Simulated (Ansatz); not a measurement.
# Structural relaxation of random alloy of the hcp Ru-Mo line, x = 0.3125 (64 atoms), part 2 of 3

How does random alloy of the hcp Ru-Mo line, x = 0.3125 (64 atoms) relax, and what do bonds, charges and levels look like afterwards?

Ansatz 0.2.0; Kohn-Sham DFT, PBE, PAW (set soft_2), plane waves.

The cell: 20 Mo and 44 Ru. The host structure and its lattice constant were typed by rule, without a check against the phase diagram.

So far. Step 3 (Cell and atoms relaxed): The relaxation changed the energy by -16.2 meV/atom, and atoms moved by 0.048 Å r.m.s., 0.096 Å at most.

## Step 5: Single point at the relaxed geometry

One more single point at the end of the walk gives the fuller output and checks the residual forces.

File input.yaml:

```yaml
crystal:
  lattice:
    - [11.05022, 0.00613, -0.0036]
    - [-5.5198, 9.54, 0.00034]
    - [-0.00288, -0.00135, 8.74558]
  atoms:
    - { symbol: Mo, position: [0.00459, 0.00147, 0.99958] }
    - { symbol: Ru, position: [0.08596, 0.16796, 0.25287] }
    - { symbol: Ru, position: [0.00139, 0.9995, 0.49914] }
    - { symbol: Mo, position: [0.0871, 0.1691, 0.74085] }
    [... 54 atom lines left out ...]
    - { symbol: Ru, position: [0.75522, 0.50298, 0.50009] }
    - { symbol: Ru, position: [0.83922, 0.66991, 0.74642] }
    - { symbol: Mo, position: [0.74695, 0.74981, 0.99541] }
    - { symbol: Mo, position: [0.83328, 0.91799, 0.25865] }
    - { symbol: Ru, position: [0.75298, 0.75034, 0.50119] }
    - { symbol: Ru, position: [0.83615, 0.91953, 0.7464] }
kpoints:
  mp_grid: { grid: [2, 2, 2] }
hamiltonian:
  xc: pbe
scf:
  occupations: { method: fermi_dirac, width: 0.1 }
output:
  forces: true
  stress: true
  populations: true
  dos:
    method: { smearing: { sigma: 0.08 } }
    de: 0.05
    projected: { site_lists: { Mo: [Mo], Ru: [Ru] } }
  eigenvalues: true
  write_density: true
  write_potential: true
  volumetric_format: npy
```

Launch:

```sh
$ ansatz run input.yaml --threads 6 --pin off --max-ram 102400MiB --backend cuda --events-out ev --progress --plain --runs-dir out
```

Numbers of over 12 decimals in the logs are rounded to 6 here.

The program printed:

```text
[...]
GPU FFT provider: cuFFT
GPU libraries: cuBLAS 13.8.2, cuFFT 12.4.0, cuSOLVER 12.3.4
Crystal: 64 atoms, lattice volume = 922.247 Å³
Basis set: ecut = 420 eV, 18093 PW (Γ), exchange–correlation on 150×150×120 points (8 copies of the dense FFT grid, shifted against one another)
Bands: 591, of which v1, the nominal top of the filled ones, is band 492 counted from 1 (491 counted from 0)
Symmetry: 1 space group operations
[...]
k-points: 8
[...]
GPU buffer pool allocated for 337500 grid points (all kernels)
[...]
SCF iter   1: F=—  HF=-357782.238907 eV  |F-HF|=—  |Δ(HF+E_count)|=         —  Δρ=9.50e-3  dr2=1.67e0  ethr=1.77e-3  ⟨swp⟩=5.0  Hψ=14277  notcnv=0
[...]
SCF iter   8: F=-357782.229447 eV  HF=-357782.229447 eV  |F-HF|=3.55e-9  |Δ(HF+E_count)|=   2.33e-8  Δρ=7.15e-7  dr2=6.60e-9  ethr=1.02e-11  ⟨swp⟩=11.5  Hψ=38556  notcnv=0
SCF 1 converged in 8 iterations: F = -357782.229447 eV  dr2 = 6.60e-9
[...]
SCF converged after 8 iterations
Free energy (F): -357782.229447 eV
[...]
Internal energy: -357780.075671 eV  (E = F + TS)
E sigma→0 (E₀):  -357781.152559 eV
Entropy (-TS):   -2.153776 eV (-33.653 meV/atom)
Fermi energy:    22.110880 eV
[...]
--- Forces (eV/Å), atoms counted from 1 ---
  atom   1  Mo    -0.01109962     0.00700811    -0.00058761
  atom   2  Ru     0.00546820     0.00295387     0.00205818
  atom   3  Ru     0.00465140     0.00266688     0.00304890
  atom   4  Mo    -0.00436007    -0.00506216    -0.00110043
  atom   5  Mo    -0.00392389    -0.00317929     0.00122458
  atom   6  Mo     0.00189744     0.00187553    -0.00417488
  atom   7  Ru     0.00290633     0.00327159     0.00256605
  atom   8  Ru    -0.00301886    -0.00066215     0.00295718
  atom   9  Ru    -0.00326708     0.00653825    -0.00296038
  atom  10  Ru     0.00735175     0.00498900     0.00260775
  atom  11  Ru    -0.00308305    -0.00273911    -0.00082109
  atom  12  Ru    -0.00054719    -0.01111383     0.00004860
  atom  13  Mo     0.00734126    -0.00223166    -0.00378049
  atom  14  Ru     0.00328522    -0.00244272     0.00757734
[...]
atom  63  Ru     0.00232821     0.00092444     0.00043750
  atom  64  Ru     0.00500235     0.00804722     0.00529918
  max |Σ_I F_I| component: 6.77e-6 eV/Å
--- Stress (GPa, compression-positive) ---
       -0.013763      -0.005554       0.004977
       -0.005554      -0.018666       0.024967
        0.004977       0.024967       0.002984
  P = ⅓ Tr σ = -0.0098 GPa (-0.098 kbar)
--- Band table (eV; the first three rows and the last of 8) ---
[...]
--- Löwdin populations: 64 sites ---
  site symbol       q [e]
     0     Mo     13.9149
     1     Ru     15.9279
     2     Ru     15.9354
[...]
63     Ru     15.9251
  spilling = 0.005227 (of n_electrons = 984.000000)
```

Run time: 7.5 s. Hardware: 1 × NVIDIA H100 80GB HBM3 with 6 threads of AMD EPYC 7R13 (Zen 3), shared host; peak memory 2.4 GiB; 14 s of CPU time.

That memory is the host's; the program planned up to 16.7 GiB on the GPU.

Numbers from this run:

```yaml
free_energy: -357782.2294 eV
free_energy_per_atom: -5590.3473 eV/atom
scf_cycles: 8
pressure: -0.009815 GPa
r_m_s_force_component: 0.00407 eV/Å
longest_force: 0.01591 eV/Å
fermi_energy: 22.11 eV
levels_partly_filled_by_over_2_per_cent: 206
spilling_of_the_projection: 0.005227
```

Löwdin charges by element (they lack the spilled electrons, 0.080 e an atom on average):

| element | coordination | atoms | mean charge (e) | spread | least | most |
| --- | --- | --- | --- | --- | --- | --- |
| Mo | all | 20 | 0.0905 | 0.0123 | 0.0702 | 0.113 |
| Ru | all | 44 | 0.0758 | 0.0055 | 0.0646 | 0.0879 |

Density of states as counts of states in windows of 1 eV (from the Fermi level), total and the larger projections:

| from (eV) | to (eV) | total | Ru d | Mo d | Ru s |
| --- | --- | --- | --- | --- | --- |
| -14 | -8 | 0.0 | 0.0 | 0.0 | 0.0 |
| -8 | -7 | 0.4 | 0.0 | 0.0 | 0.3 |
| -7 | -6 | 5.2 | 0.1 | 0.0 | 3.6 |
| -6 | -5 | 44.3 | 25.5 | 6.8 | 8.8 |
| -5 | -4 | 85.8 | 56.6 | 17.2 | 7.3 |
| -4 | -3 | 87.8 | 62.2 | 18.8 | 3.5 |
| -3 | -2 | 78.3 | 57.7 | 15.8 | 2.4 |
| -2 | -1 | 98.1 | 68.8 | 22.3 | 3.4 |
| -1 | 0 | 71.8 | 43.9 | 21.9 | 2.4 |
| 0 | 1 | 55.2 | 34.5 | 16.1 | 2.1 |
| 1 | 2 | 68.0 | 44.3 | 19.3 | 1.9 |

The stored curve holds about 472 of the 984 electrons; the rest, give or take the few that broadening carries across the Fermi level, lie in deeper levels below its range.

The levels nearest the highest filled one (over half full), pooled over k-points and spins:

| level less the highest filled one (eV) | occupation |
| --- | --- |
| -0.0113 | 1.13 |
| -0.0094 | 1.12 |
| -0.0064 | 1.11 |
| -0.0055 | 1.10 |
| -0.0025 | 1.09 |
| 0 | 1.07 |
| 0.0175 | 0.987 |
| 0.0188 | 0.981 |
| 0.0285 | 0.932 |
| 0.0304 | 0.922 |
| 0.0311 | 0.919 |
| 0.0329 | 0.91 |

Valence density in the ab plane at fractional z = 0.000, with atoms of Mo and Ru within 0.2 Å of it. It is the smooth field of the valence electrons, not physical close to the nuclei.

Values in units of 1e0 e/Å³, 13 rows by 16 columns, each cell a mean:
```
3.2 0.6 0.9 5.4 4.1 0.6 1.1 5.6 3.9 0.5 1.0 5.4 3.8 0.5 0.8 3.9
0.5 0.5 0.4 0.6 0.5 0.5 0.4 0.6 0.6 0.4 0.4 0.6 0.5 0.4 0.4 0.5
4.4 1.9 0.4 2.4 5.9 2.0 0.4 2.3 4.4 1.3 0.4 2.1 4.4 1.5 0.3 1.7
4.6 1.0 1.0 6.4 5.8 0.9 1.1 5.0 3.8 0.6 1.0 5.0 4.1 0.7 0.7 4.5
0.6 0.4 0.5 1.0 0.5 0.4 0.5 0.9 0.5 0.3 0.5 0.9 0.5 0.3 0.5 1.0
3.9 1.7 0.3 1.1 3.6 1.5 0.4 1.4 3.7 1.3 0.3 0.8 2.6 1.3 0.3 1.2
7.7 1.5 0.8 6.4 7.5 1.4 1.0 7.0 7.0 1.1 0.6 4.5 5.6 1.4 0.8 6.1
1.1 0.3 0.8 2.4 1.1 0.3 0.8 2.3 1.0 0.3 0.7 2.2 1.2 0.3 0.6 2.1
1.8 0.9 0.3 0.7 2.2 1.2 0.3 0.5 1.5 0.8 0.3 0.7 2.1 1.1 0.3 0.6
5.7 1.4 0.6 5.5 8.2 1.8 0.6 4.1 5.6 1.3 0.7 5.7 8.0 1.7 0.6 4.3
1.7 0.4 0.8 3.6 2.0 0.4 0.9 3.3 1.8 0.4 0.9 3.7 2.1 0.4 0.9 3.1
0.9 0.7 0.4 0.4 0.9 0.7 0.4 0.4 0.9 0.6 0.3 0.4 1.0 0.7 0.4 0.4
5.5 2.0 0.5 3.7 7.4 2.2 0.5 4.0 7.3 1.8 0.5 3.9 7.5 2.0 0.4 2.8
```
Columns run along a (11.1 Å), rows up along b (11.0 Å). Atoms in or near the plane, at fractional coordinates: Mo at (0.00, 0.00), Mo at (0.00, 0.25), Ru at (0.00, 0.50), Mo at (0.01, 0.75), Ru at (0.25, 0.00), Ru at (0.25, 0.25), Ru at (0.25, 0.50), Ru at (0.25, 0.75), Ru at (0.50, 0.00), Mo at (0.50, 0.25), Ru at (0.49, 0.50), Mo at (0.49, 0.75), Ru at (0.75, 0.00), Ru at (0.75, 0.25) and more.

Electrostatic potential energy in the ab plane at fractional z = 0.000, with atoms of Mo and Ru within 0.2 Å of it. With pseudopotentials it is smooth inside the atoms' cores, unlike the true potential.

Values in eV, 13 rows by 16 columns, each cell a mean:
```
-24  14   8 -47 -31  16   6 -49 -28  17   8 -46 -28  17   8 -34
 14  16  18  15  16  18  19  14  14  17  19  16  15  17  18  14
-39 -11  18 -10 -51  -7  18 -14 -40  -3  18 -10 -39  -4  19  -4
-43   7   8 -57 -48  10   2 -47 -33  13   4 -46 -37  11   9 -41
 14  20  16   7  16  20  14   6  16  21  14   5  15  20  15   5
-29  -4  21   7 -26   0  21   3 -28   3  21   9 -18  -2  20   7
-65   1  11 -56 -65   3   8 -61 -60   7  12 -41 -54  -1  12 -54
  7  21  12 -12   7  21  10 -11  10  21  10 -13   3  20  14  -9
 -7   5  21  15  -9   5  21  14  -3   7  20  14  -8   6  21  13
-54  -2  14 -46 -71  -4  12 -37 -53  -1  14 -47 -70  -3  12 -39
 -5  19  10 -27  -6  20   5 -28  -7  19   9 -29  -6  20   6 -24
  7  10  20  19   9  13  19  17   9  14  21  19   8  13  20  17
-53 -11  17 -26 -65 -10  17 -29 -64  -6  18 -29 -66  -8  18 -20
```
Columns run along a (11.1 Å; values clipped at the 3rd and 97th percentile), rows up along b (11.0 Å). Atoms in or near the plane, at fractional coordinates: Mo at (0.00, 0.00), Mo at (0.00, 0.25), Ru at (0.00, 0.50), Mo at (0.01, 0.75), Ru at (0.25, 0.00), Ru at (0.25, 0.25), Ru at (0.25, 0.50), Ru at (0.25, 0.75), Ru at (0.50, 0.00), Mo at (0.50, 0.25), Ru at (0.49, 0.50), Mo at (0.49, 0.75), Ru at (0.75, 0.00), Ru at (0.75, 0.25) and more.

Mean Löwdin charges: Mo +0.09, Ru +0.08 e (they miss 0.52 % of the electrons, so they add up to more than the cell's charge). Among metals such projection charges depend strongly on the orbitals used and are no measure of ionicity. Within 0.4 eV of the Fermi level the largest share is Ru d (61 % of the projected weight).

The surroundings of Ru25, picked at random, nearest first, numbered as they follow in the input and with coordinates relative to it.

| atom | x | y | z | distance (Å) | bonds | Löwdin charge (e) |
| --- | --- | --- | --- | --- | --- | --- |
| Ru25 | 0.00 | 0.00 | 0.00 | 0.00 | 12 | 0.07 |
| Ru24 | 1.35 | -0.77 | -2.14 | 2.64 | 12 | 0.08 |
| Ru28 | -0.04 | 1.59 | -2.17 | 2.69 | 12 | 0.08 |
| Ru8 | -1.40 | -0.76 | -2.17 | 2.69 | 12 | 0.07 |
| Ru41 | 2.70 | 0.01 | 0.05 | 2.70 | 12 | 0.08 |
| Ru22 | 1.36 | -0.79 | 2.20 | 2.71 | 12 | 0.08 |
| Ru21 | 1.37 | -2.34 | 0.05 | 2.72 | 12 | 0.08 |
| Ru9 | -2.74 | 0.03 | 0.02 | 2.74 | 12 | 0.08 |
| Mo26 | -0.04 | 1.60 | 2.23 | 2.75 | 12 | 0.10 |
| Mo45 | 1.30 | 2.42 | 0.09 | 2.75 | 12 | 0.07 |
| Mo5 | -1.42 | -2.37 | 0.02 | 2.76 | 12 | 0.09 |
| Ru29 | -1.39 | 2.41 | 0.03 | 2.78 | 12 | 0.08 |
| Mo6 | -1.42 | -0.78 | 2.26 | 2.78 | 12 | 0.10 |

The column of bonds counts only the pairs Ru-Ru within 3.23 Å, Ru-Mo within 3.23 Å, Mo-Mo within 3.23 Å; other neighbours, such as metal atoms beside each other in a compound, aren't counted, and periodic images can show an atom twice.

## Step 6: K-mesh 3×3×3

Large cells are often run on few k-points; this run checks whether the reference had enough.

input.yaml: that of step 5 with these lines changed.

```diff
@@ -8,3 +8,3 @@
 kpoints:
-  mp_grid: { grid: [2, 2, 2] }
+  mp_grid: { grid: [3, 3, 3] }
 hamiltonian:
@@ -22,4 +22 @@
   eigenvalues: true
-  write_density: true
-  write_potential: true
-  volumetric_format: npy
```

The program printed:

```text
[...]
GPU FFT provider: cuFFT
GPU libraries: cuBLAS 13.8.2, cuFFT 12.4.0, cuSOLVER 12.3.4
Crystal: 64 atoms, lattice volume = 922.247 Å³
Basis set: ecut = 420 eV, 18093 PW (Γ), exchange–correlation on 150×150×120 points (8 copies of the dense FFT grid, shifted against one another)
Bands: 591, of which v1, the nominal top of the filled ones, is band 492 counted from 1 (491 counted from 0)
Symmetry: 1 space group operations
[...]
k-points: 14 of 27 (time reversal used)
[...]
GPU buffer pool allocated for 337500 grid points (all kernels)
[...]
SCF iter   1: F=—  HF=-357782.287127 eV  |F-HF|=—  |Δ(HF+E_count)|=         —  Δρ=9.48e-3  dr2=1.65e0  ethr=1.77e-3  ⟨swp⟩=5.0  Hψ=24956  notcnv=0
[...]
SCF iter   7: F=—  HF=-357782.282535 eV  |F-HF|=—  |Δ(HF+E_count)|=   2.19e-7  Δρ=4.23e-6  dr2=2.83e-7  ethr=4.43e-10  ⟨swp⟩=2.1  Hψ=15209  notcnv=0
SCF iter   8: F=-357782.282535 eV  HF=-357782.282535 eV  |F-HF|=4.42e-9  |Δ(HF+E_count)|=   2.44e-8  Δρ=7.40e-7  dr2=7.86e-9  ethr=1.02e-11  ⟨swp⟩=6.0  Hψ=23587  notcnv=0
SCF 1 converged in 8 iterations: F = -357782.282535 eV  dr2 = 7.86e-9
[...]
SCF converged after 8 iterations
Free energy (F): -357782.282535 eV
[...]
Internal energy: -357780.190138 eV  (E = F + TS)
E sigma→0 (E₀):  -357781.236336 eV
Entropy (-TS):   -2.092398 eV (-32.694 meV/atom)
Fermi energy:    22.093248 eV
[...]
Σ components = -357782.282535   (vs F -357782.282535, Δ=0.00e0)
--- Forces (eV/Å), atoms counted from 1 ---
  atom   1  Mo    -0.07449220     0.00641866    -0.02659146
  atom   2  Ru     0.03300038     0.03058301     0.00058725
  atom   3  Ru    -0.06327383    -0.03509999     0.03261728
  atom   4  Mo    -0.00728571     0.00422846     0.00196937
[...]
atom  64  Ru     0.00267030     0.01097708    -0.02250799
  max |Σ_I F_I| component: 9.79e-6 eV/Å
--- Stress (GPa, compression-positive) ---
       -0.173504       0.207471       0.002802
        0.207471      -0.195192       0.041224
        0.002802       0.041224       0.749993
  P = ⅓ Tr σ = 0.1271 GPa (1.271 kbar)
--- Band table (eV; the first three rows and the last of 14) ---
[...]
--- Löwdin populations: 64 sites ---
  site symbol       q [e]
     0     Mo     13.9174
     1     Ru     15.9329
     2     Ru     15.9380
[...]
63     Ru     15.9241
  spilling = 0.005161 (of n_electrons = 984.000000)
```

Elapsed: 13 s, on 1 × NVIDIA H100 80GB HBM3 with 6 threads; peak memory 2.4 GiB.

That memory is the host's; the program planned up to 26.4 GiB on the GPU.

Geometry and reference: those of the single point at the relaxed geometry.

Forces differ from those of the single point at the relaxed geometry by 32 meV/Å r.m.s.; the energy by -0.83 meV/atom and the pressure by +0.14 GPa. It took 13 s and 8 cycles; the reference's time can't be set against it, since the two runs asked for unlike analyses.

[end of part 2 of 3]

[Logs are printed without paths, hosts, clocks, repeated set-up lines and the standing remarks that a program may print on its own settings, such as how far it seeks lower states.]

[Hosts, paths, dates, database ids (printed as entryN), source tags and the programs' standing remarks are cut or masked in the printed files.]
